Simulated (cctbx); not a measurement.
## Resonant diffraction in Nd2GaFe13Bi4

Space group I4/mcm (no. 140), a = 8.0460 Å, b = 8.0460 Å, c = 22.8040 Å, α = 90.00°, β = 90.00°, γ = 90.00°.

```csv
atom,mult.,x,y,z,Ueq (Å²)
Bi1,16,0.3336,0.1664,0.1863,0.0033
Nd1,8,0,0,0.1066,0.0036
Ga1,4,1/2,1/2,1/4,0.0053
Fe1,16,0.8922,0.6078,0.0918,0.0036
Fe2,16,0.3197,0.1803,0.0577,0.0053
Fe3,16,0.9299,0.7870,0,0.0030
Fe4,4,1/2,0,0,0.0051
```

The model was made for the exercise: a known structure type with other elements put in, its volume estimated, not relaxed; displacement parameters are assumed.

Calculated with cctbx: free-atom f′ and f″ from the Sasaki tables, no fine structure; amplitudes in electrons.

| E (eV) | F 0 2 2 | F 0 0 4 | F 2 0 4 | F 3 1 0 |
| --- | --- | --- | --- | --- |
| 5608 | 288.0 | 26.6 | 226.2 | 1022.0 |
| 5958 | 285.2 | 21.5 | 211.6 | 1004.9 |
| 6088 | 282.6 | 22.9 | 199.6 | 991.1 |
| 6148 | 279.9 | 28.9 | 188.2 | 978.2 |
| 6178 | 277.4 | 36.7 | 177.8 | 966.6 |
| 6193 | 274.8 | 46.0 | 167.0 | 954.5 |
| 6200 | 272.4 | 54.9 | 157.3 | 943.7 |
| 6204 | 269.8 | 64.8 | 146.8 | 932.1 |
| 6212 | 273.0 | 95.4 | 159.0 | 939.6 |
| 6216 | 275.9 | 87.8 | 169.7 | 952.5 |
| 6223 | 278.4 | 81.8 | 179.3 | 963.8 |
| 6238 | 281.2 | 76.3 | 189.7 | 976.0 |
| 6268 | 283.9 | 71.9 | 199.6 | 987.5 |
| 6358 | 287.6 | 67.6 | 212.4 | 1002.0 |
| 6608 | 289.9 | 63.2 | 216.9 | 1005.6 |

**Question.** Which edge is crossed, and why do the reflections move as they do?

The L3 edge of Nd. The edge is at 6208 eV. f′ of Nd falls from -11.8 e at 6088 eV to -19.3 e at 4 eV below it, and f″ steps from 3.56 to 10.63 e across it. Over that approach |F| changes by -5 % (0 2 2), +183 % (0 0 4), -26 % (2 0 4) and -6 % (3 1 0): a reflection falls where Nd scatters in phase with the total and rises where it scatters against it; it hardly moves where the Nd term is small or cancels by symmetry. Above the edge the larger f″ enters the imaginary part, where it can add to or cancel the other atoms' f″. The structure is centrosymmetric, so Friedel mates stay equal.

[Logs are printed without paths, hosts, clocks, repeated set-up lines and the standing remarks that a program may print on its own settings, such as how far it seeks lower states.]
